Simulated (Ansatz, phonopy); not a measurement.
**GaCo (Pm-3m) at temperature and pressure**

How does compression alter the response of GaCo to heat?

Program: Ansatz 0.2.0. Level of theory: DFT PBE, scalar-relativistic, plane waves, PAW. Results are calculated unless marked as measured.

Most raw output is cut from this account.

## 1. The structure

The structure is cubic, space group Pm-3m (No. 221). The conventional cell has a = 2.878 Å, b = 2.878 Å, c = 2.878 Å, α = 90.00°, β = 90.00°, γ = 90.00°. Ga has 8 Co at 2.49 Å nearest. Nearest to Co lie 8 Ga at 2.49 Å. Farther neighbours are not listed.

## 2. A first coarse run

A cheap single point shows whether the cell is a metal or an insulator and how far it is from rest; that sets the k-mesh and the occupations of what follows.

The input, input.yaml:

```yaml
crystal:
  lattice:
    - [2.878, 0.0, 0.0]
    - [0.0, 2.878, 0.0]
    - [0.0, 0.0, 2.878]
  atoms:
    - { symbol: Ga, position: [0.5, 0.5, 0.5] }
    - { symbol: Co, position: [0.0, 0.0, 0.0], spin: 3.0 }
kpoints:
  mp_grid: { grid: [6, 6, 6] }
hamiltonian:
  xc: pbe
scf:
  occupations: { method: gaussian, width: 0.1 }
  lower_state_search: "off"
output:
  forces: true
  stress: true
  eigenvalues: true
  populations: true
magnetization:
  spin_polarized: true
```

Launch:

```sh
ansatz run input.yaml --threads 8 --pin off --max-ram 16384MiB --backend cpu --events-out ev --progress --plain --runs-dir out
```

Wall time 1.2 s (8 threads of Arm Neoverse V1, shared host); peak memory 0.31 GiB; 3.5 s of CPU time.

This step gave:

```
magnetization          : 0.2455 μB
absolute magnetization : 0.3399 μB
site moments           : -0.01419, 0.2909 μB
pressure               : 0.9088 GPa
volume per atom        : 11.92 Å³/atom
gap on the k-mesh      : 0 eV
```

Site moment by atom:

```tsv
atom	site moment (μB)
Ga1	-0.014
Co2	0.291
```

The start is under 0.91 GPa at this level and looks like a metal on this mesh.

## 3. Finding the static equilibrium

The vibrations must be taken about the equilibrium of this functional, not about the starting cell, so the structure is relaxed.

input.yaml, the sections that differ from step 2:

```yaml
crystal:
  lattice:
    - [2.878, 0.0, 0.0]
    - [0.0, 2.878, 0.0]
    - [0.0, 0.0, 2.878]
  atoms:
    - { symbol: Ga, position: [0.5, 0.5, 0.5] }
    - { symbol: Co, position: [0.0, 0.0, 0.0], spin: 0.32 }
kpoints:
  mp_grid: { grid: [14, 14, 14] }
output:
  forces: true
  stress: true
  eigenvalues: true
  populations: true
  write_density: true
  write_potential: true
  elf: true
  volumetric_format: npy
relax:
  adjacent_minimum: "off"
  f_tol: 0.005
  max_steps: 80
  cell: { stress_tol: 0.05 }
# hamiltonian, scf, magnetization: as in step 2
```

The job ended after 6.8 s (8 threads; peak memory 0.44 GiB; 48 s of CPU time).

Step by step:

```tsv
step	energy less that of the first step (eV)	largest force component (eV/Å)	pressure (GPa)	volume (Å³)
1	0.0000	0.0000	0.69	23.84
2	-0.0001	0.0000	0.25	23.90
3	-0.0001	0.0000	0.00	23.93
4*	-0.0002	0.0000	0.00	23.93
```

Relaxation steps marked * repeat the geometry before them on a plane-wave basis chosen anew for their cell, so energy and pressure can jump there.

Forces are held to the 48 operations that the run works with; a distortion that breaks them can't arise in this run.

```tsv
conventional cell, symmetrised	before	after	change
a (Å)	2.878	2.882	+0.1 %
b (Å)	2.878	2.882	+0.1 %
c (Å)	2.878	2.882	+0.1 %
volume (Å³/atom)	11.92	11.97	+0.4 %
```

The relaxed structure:

```
Ga Co
1.0
     2.88176    0.00000    0.00000
     0.00000    2.88176    0.00000
     0.00000    0.00000    2.88176
Ga Co
1 1
Direct
  0.50000 0.50000 0.50000
  0.00000 0.00000 0.00000
```

This step gave:

| Item | Value |
| --- | --- |
| magnetization | 0.07738 μB |
| absolute magnetization | 0.09917 μB |
| site moments | -0.003124, 0.08787 μB |
| pressure | 0.002592 GPa |
| volume per atom | 11.97 Å³/atom |

Spin density in the ac plane at fractional y = 0.500, with atoms of Ga within 0.2 Å of it.

Values in units of 1e-3 e/Å³, 15 rows by 15 columns:
```
-1.3 -1.3 -1.2 -1.0 -0.8 -0.6 -0.5 -0.4 -0.4 -0.5 -0.6 -0.8 -1.0 -1.2 -1.3
-1.2 -1.2 -1.1 -1.0 -0.8 -0.6 -0.5 -0.4 -0.4 -0.5 -0.6 -0.8 -1.0 -1.1 -1.2
-1.1 -1.0 -1.0 -0.8 -0.7 -0.6 -0.5 -0.4 -0.4 -0.5 -0.6 -0.7 -0.8 -1.0 -1.0
-0.8 -0.8 -0.8 -0.7 -0.6 -0.5 -0.4 -0.4 -0.4 -0.4 -0.5 -0.6 -0.7 -0.8 -0.8
-0.6 -0.6 -0.6 -0.6 -0.5 -0.4 -0.4 -0.4 -0.4 -0.4 -0.4 -0.5 -0.6 -0.6 -0.6
-0.5 -0.5 -0.5 -0.5 -0.4 -0.4 -0.6 -0.8 -0.8 -0.6 -0.4 -0.4 -0.5 -0.5 -0.5
-0.4 -0.4 -0.4 -0.4 -0.4 -0.4 -0.8 -1.4 -1.4 -0.8 -0.4 -0.4 -0.4 -0.4 -0.4
-0.4 -0.4 -0.4 -0.4 -0.4 -0.4 -0.8 -1.4 -1.4 -0.8 -0.4 -0.4 -0.4 -0.4 -0.4
-0.5 -0.5 -0.5 -0.5 -0.4 -0.4 -0.6 -0.8 -0.8 -0.6 -0.4 -0.4 -0.5 -0.5 -0.5
-0.6 -0.6 -0.6 -0.6 -0.5 -0.4 -0.4 -0.4 -0.4 -0.4 -0.4 -0.5 -0.6 -0.6 -0.6
-0.8 -0.8 -0.8 -0.7 -0.6 -0.5 -0.4 -0.4 -0.4 -0.4 -0.5 -0.6 -0.7 -0.8 -0.8
-1.1 -1.0 -1.0 -0.8 -0.7 -0.6 -0.5 -0.4 -0.4 -0.5 -0.6 -0.7 -0.8 -1.0 -1.0
-1.2 -1.2 -1.1 -1.0 -0.8 -0.6 -0.5 -0.4 -0.4 -0.5 -0.6 -0.8 -1.0 -1.1 -1.2
-1.3 -1.3 -1.2 -1.0 -0.8 -0.6 -0.5 -0.4 -0.4 -0.5 -0.6 -0.8 -1.0 -1.2 -1.3
-1.3 -1.3 -1.2 -1.1 -0.8 -0.6 -0.5 -0.4 -0.4 -0.5 -0.6 -0.8 -1.1 -1.2 -1.3
```
Columns run along a (2.9 Å), rows up along c (2.9 Å). Atoms in or near the plane, at fractional coordinates: Ga at (0.50, 0.50).

Valence density in the ac plane at fractional y = 0.500, with atoms of Ga within 0.2 Å of it. It is the smooth field of the valence electrons, not physical close to the nuclei.

Values in e/Å³, 15 rows by 15 columns:
```
 0  0  0  0  0  0  0  0  0  0  0  0  0  0  0
 0  0  0  0  0  0  0  0  0  0  0  0  0  0  0
 0  0  0  0  0  0  0  1  1  0  0  0  0  0  0
 0  0  0  0  0  1  1  1  1  1  1  0  0  0  0
 0  0  0  0  1  1  3  4  4  3  1  1  0  0  0
 0  0  0  0  1  3  8 17 17  8  3  1  0  0  0
 0  0  0  1  1  4 17 38 38 17  4  1  1  0  0
 0  0  0  1  1  4 17 38 38 17  4  1  1  0  0
 0  0  0  0  1  3  8 17 17  8  3  1  0  0  0
 0  0  0  0  1  1  3  4  4  3  1  1  0  0  0
 0  0  0  0  0  1  1  1  1  1  1  0  0  0  0
 0  0  0  0  0  0  0  1  1  0  0  0  0  0  0
 0  0  0  0  0  0  0  0  0  0  0  0  0  0  0
 0  0  0  0  0  0  0  0  0  0  0  0  0  0  0
 0  0  0  0  0  0  0  0  0  0  0  0  0  0  0
```
Columns run along a (2.9 Å), rows up along c (2.9 Å). Atoms in or near the plane, at fractional coordinates: Ga at (0.50, 0.50).

ELF in the ac plane at fractional y = 0.500, with atoms of Ga within 0.2 Å of it. It is the smooth field of the valence electrons, not physical close to the nuclei.

Ten even steps from '0' (0.00) to '9' (0.36):
```
899999999999999
999998766789999
999987677678999
999876644667899
998765322356789
997663100136679
996742044024769
996742044024769
997663100136679
998765322356789
999876644667899
999987677678999
999998766789999
899999999999999
889999999999998
```
Columns run along a (2.9 Å), rows up along c (2.9 Å). Atoms in or near the plane, at fractional coordinates: Ga at (0.50, 0.50).

## 4. Relaxing to small residual forces and stress

The relaxation is repeated with tighter thresholds on force and stress, since phonons are sensitive to what is left; a change of mesh or smearing in the input moves the cell too.

The input, input.yaml:

```yaml
crystal:
  lattice:
    - [2.8817618887, 0.0, 0.0]
    - [0.0, 2.8817618887, 0.0]
    - [0.0, 0.0, 2.8817618887]
  atoms:
    - { symbol: Ga, position: [0.5, 0.5, 0.5], spin: -0.01 }
    - { symbol: Co, position: [0.0, 0.0, 0.0], spin: 0.18 }
kpoints:
  mp_grid: { grid: [16, 16, 16] }
hamiltonian:
  xc: pbe
scf:
  occupations: { method: gaussian, width: 0.15 }
  lower_state_search: "off"
output:
  forces: true
  stress: true
  eigenvalues: true
  populations: true
magnetization:
  spin_polarized: true
relax:
  adjacent_minimum: "off"
  f_tol: 0.001
  max_steps: 60
  cell: { stress_tol: 0.01 }
```

Wall time 6.5 s (8 threads); peak memory 0.48 GiB; 46 s of CPU time.

Little changed from the start: no atom moved by 0.005 Å and no cell edge by 0.1 %.

This step gave:

| Quantity | Value |
| --- | --- |
| magnetization | 0.05730 μB |
| absolute magnetization | 0.07371 μB |
| site moments | -0.002363, 0.06521 μB |
| pressure | 0.005319 GPa |

The residual pressure is 0.0053 GPa, small enough for phonons.

## 5. Relaxation under pressure, pressure 2 GPa

The study at pressure needs a start near its own equilibrium, so the cell is first relaxed to that pressure.

input.yaml, the sections that differ from step 4:

```yaml
crystal:
  lattice:
    - [2.8818136283, 0.0, 0.0]
    - [0.0, 2.8818136283, 0.0]
    - [0.0, 0.0, 2.8818136283]
  atoms:
    - { symbol: Ga, position: [0.5, 0.5, 0.5] }
    - { symbol: Co, position: [0.0, 0.0, 0.0], spin: 0.13 }
relax:
  adjacent_minimum: "off"
  f_tol: 0.001
  max_steps: 60
  cell: { stress_tol: 0.05, p_target: 2.0 }
# kpoints, hamiltonian, scf, output, magnetization: as in step 4
```

The job ended after 12 s (8 threads; peak memory 0.48 GiB; 83 s of CPU time).

The steps of the relaxation:

```tsv
step	energy less that of the first step (eV)	largest force component (eV/Å)	pressure (GPa)	volume (Å³)
1	0.0000	0.0000	0.01	23.93
2	0.0006	0.0000	1.32	23.76
3	0.0015	0.0000	2.01	23.67
4*	0.0016	0.0000	2.01	23.67
```

Relaxation steps marked * repeat the geometry before them on a plane-wave basis chosen anew for their cell, so energy and pressure can jump there.

The run keeps the 48 symmetry operations that it works with, so distortions that break them were not tested.

```tsv
conventional cell, symmetrised	before	after	change
a (Å)	2.882	2.871	-0.4 %
b (Å)	2.882	2.871	-0.4 %
c (Å)	2.882	2.871	-0.4 %
volume (Å³/atom)	11.97	11.83	-1.1 %
```

Final coordinates:

```cif
data_structure
_symmetry_space_group_name_H-M 'P 1'
_symmetry_Int_Tables_number 1
_cell_length_a 2.8711
_cell_length_b 2.8711
_cell_length_c 2.8711
_cell_angle_alpha 90.000
_cell_angle_beta 90.000
_cell_angle_gamma 90.000
_cell_volume 23.67
loop_
_atom_site_label
_atom_site_type_symbol
_atom_site_fract_x
_atom_site_fract_y
_atom_site_fract_z
_atom_site_occupancy
Ga1 Ga 0.50000 0.50000 0.50000 1
Co2 Co 0.00000 0.00000 0.00000 1
```

Numbers from this step:

```yaml
magnetization: 0.009292 μB
absolute_magnetization: 0.01186 μB
site_moments: -3.68e-4, 0.01053 μB
pressure: 2.012 GPa
volume_per_atom: 11.83 Å³/atom
```

No moment survives the cycle: this start ends non-magnetic.

## 6. The quasi-harmonic study, pressure 2 GPa

Thermal expansion follows from how the free energy of the vibrations (and of the electrons in a metal) changes with strain, so the program makes strained cells, their phonons and a fit in one run.

input.yaml, the sections that differ from step 5:

```yaml
crystal:
  lattice:
    - [2.8710972119, 0.0, 0.0]
    - [0.0, 2.8710972119, 0.0]
    - [0.0, 0.0, 2.8710972119]
  atoms:
    - { symbol: Ga, position: [0.5, 0.5, 0.5] }
    - { symbol: Co, position: [0.0, 0.0, 0.0] }
output:
  eigenvalues: true
phonons:
  method: dfpt
  qmesh: [4, 4, 4]
  temperatures: { t_max: 530.0, t_step: 50 }
  thermal_expansion: { pressure: 2.0 }
# kpoints, hamiltonian, scf: as in step 5
# magnetization: removed
# relax: removed
```

It took 40 min on 8 threads; peak memory 3.6 GiB.

Numbers from this step:

```
pressure                                         : 1.998 GPa
volume expansion coefficient at 298 K            : 41.60 1e-6/K
C_P at 298 K                                     : 24.47 J/mol-atom/K
entropy at 298 K                                 : 30.77 J/mol-atom/K
isothermal bulk modulus at 298 K                 : 173.2 GPa
Grüneisen parameter at 298 K                     : 2.183
volume at 298 K                                  : 11.99 Å³/atom
principal linear expansion coefficients at 298 K : 13.87, 13.87, 13.87 1e-6/K
```

Strained cells of the study; zero-point energy where phonons were solved; the pressures are stresses at a fixed cutoff and can carry an offset from the finite basis. Expansion cells, by row:

```tsv
cell	|a| (Å)	|b| (Å)	|c| (Å)	V (Å³/atom)	E - E_lowest (meV/atom)	pressure, compression positive (GPa)	gap (eV)	zero-point energy (meV/atom)
1	2.871	2.871	2.871	11.83	0.803	1.909	-	-
2	2.894	2.894	2.894	12.12	1.076	-2.294	-	-
3	2.848	2.848	2.848	11.55	8.302	6.608	-	-
4	2.871	2.871	2.871	11.84	0.767	1.862	-	34.57
5	2.886	2.886	2.886	12.01	0.108	-0.821	-	33.45
6	2.881	2.881	2.881	11.95	0	0.08	-	33.84
7	2.89	2.89	2.89	12.07	0.509	-1.622	-	33.1
8	2.9	2.9	2.9	12.19	2.258	-3.245	-	32.37
9	2.843	2.843	2.843	11.49	11.33	7.822	-	-
10	2.857	2.857	2.857	11.66	4.468	4.74	-	-
11	2.914	2.914	2.914	12.37	7.144	-5.54	-	-
```

Quasi-harmonic; a, b, c are the run's own cell vectors. Expansion, by row:

```tsv
T (K)	a (Å)	b (Å)	c (Å)	alpha (deg)	beta (deg)	gamma (deg)	cell volume (Å³/cell)	alpha_a (1e-6/K)	alpha_b (1e-6/K)	alpha_c (1e-6/K)	alpha_V (1e-6/K)	C_P (J/mol-atom/K)	C_V (J/mol-atom/K)	S (J/mol-atom/K)	B_T (GPa)	B_S (GPa)	Grueneisen	extrapolation	fit error (1e-6/K)
0	2.876	2.876	2.876	90	90	90	23.79	0	0	0	0	0	0	0	183.1	183.1	-	0	0
50	2.876	2.876	2.876	90	90	90	23.79	2.53	2.53	2.53	7.59	4.893	4.889	1.704	182.9	183.1	2.033	0	0
100	2.877	2.877	2.877	90	90	90	23.81	7.93	7.93	7.93	23.8	14.68	14.6	8.363	181.6	182.5	2.122	0	0
150	2.878	2.878	2.878	90	90	90	23.84	10.81	10.81	10.81	32.42	19.67	19.47	15.38	179.7	181.6	2.148	0	0.01
200	2.88	2.88	2.88	90	90	90	23.88	12.32	12.32	12.32	36.95	22.17	21.82	21.42	177.6	180.4	2.163	0	0.01
250	2.882	2.882	2.882	90	90	90	23.93	13.24	13.24	13.24	39.72	23.58	23.09	26.53	175.4	179.2	2.174	0	0.01
298.1	2.884	2.884	2.884	90	90	90	23.98	13.87	13.87	13.87	41.6	24.47	23.82	30.77	173.2	177.9	2.183	0	0.01
300	2.884	2.884	2.884	90	90	90	23.98	13.89	13.89	13.89	41.66	24.5	23.84	30.92	173.1	177.8	2.184	0	0.01
350	2.886	2.886	2.886	90	90	90	24.03	14.4	14.4	14.4	43.19	25.14	24.34	34.75	170.8	176.5	2.193	0	0.01
400	2.888	2.888	2.888	90	90	90	24.08	14.83	14.83	14.83	44.5	25.65	24.68	38.14	168.4	175	2.202	0	0.01
450	2.89	2.89	2.89	90	90	90	24.14	15.23	15.23	15.23	45.69	26.07	24.93	41.18	166	173.6	2.211	0	0.01
500	2.892	2.892	2.892	90	90	90	24.19	15.61	15.61	15.61	46.83	26.44	25.13	43.95	163.6	172.1	2.22	0	0.02
```

Table of expansion coefficient by temperature; values in 1e-6/K:

```tsv
temperature (K)	volume	principal 1
0	0	0
50	7.59	2.53
100	23.8	7.93
150	32.4	10.8
200	37.0	12.3
250	39.7	13.2
298	41.6	13.9
300	41.7	13.9
350	43.2	14.4
400	44.5	14.8
450	45.7	15.2
500	46.8	15.6
```

At 298 K the volume expansion is 41.6 × 10⁻⁶/K and B_T is 173 GPa. The program raised the cutoff to 487.2 eV by itself: with no cutoff typed, the study takes about 1.16 times the default for its relaxations and scales it with the volume for the phonons.

## 7. Free-energy fit

This step: DFT PBE, scalar-relativistic, plane waves, PAW (phonopy 4.10.0).

Numbers from this step:

* volume expansion coefficient at 300 K: 41.59 1e-6/K
* isothermal bulk modulus at 300 K: 173.1 GPa
* C_P at 300 K: 24.57 J/mol-atom/K
* Grüneisen parameter at 300 K: 2.227

The energy (each curve on its own zero) by volume; values in meV/atom:

```tsv
volume (Å³/atom)	static	F at 0 K	F at 300 K	F at 500 K
11.836	0.77	1.77	3.36	5
11.953	0	0.34	0.89	1.45
12.015	0.11	0.09	0.09	0.08
12.071	0.51	0.18	-0.34	-0.87
12.190	2.26	1.26	-0.36	-2.02
```

At 2 GPa: the fit is of F + PV, and the F(V) shown holds no PV. Qha vinet, by row:

```tsv
T (K)	fitted volume (Å³/atom)	alpha_V (1e-6/K)	B_T (GPa)	C_P (J/mol-atom/K)	Grueneisen
100	11.9	22.45	181.7	14.2	2.02
150	11.92	31.75	179.7	19.64	2.128
200	11.94	36.66	177.6	22.23	2.179
250	11.96	39.58	175.4	23.66	2.207
300	11.99	41.59	173.1	24.57	2.227
350	12.01	43.16	170.8	25.2	2.244
400	12.04	44.49	168.4	25.7	2.26
450	12.07	45.7	166	26.11	2.275
```

Volume expansion coefficient against temperature; values in 1e-6/K:

```tsv
temperature (K)	phonopy-qha, Vinet	Ansatz's own study
100	22.4	23.8
150	31.8	32.4
200	36.7	37.0
250	39.6	39.7
300	41.6	41.7
350	43.2	43.2
400	44.5	44.5
450	45.7	45.7
```

The fit gives a volume expansion of 41.6 × 10⁻⁶/K at 300 K, against 41.6 at 298 K from the study itself, whose static fit uses more cells.

(Part 1 of 2 ends here.)

[Logs are printed without paths, hosts, clocks, repeated set-up lines and the standing remarks that a program may print on its own settings, such as how far it seeks lower states.]

[Hosts, paths, dates, database ids (printed as entryN), source tags and the programs' standing remarks are cut or masked in the printed files.]

[A step with changed settings may run another functional than the one named; its input shows which.]
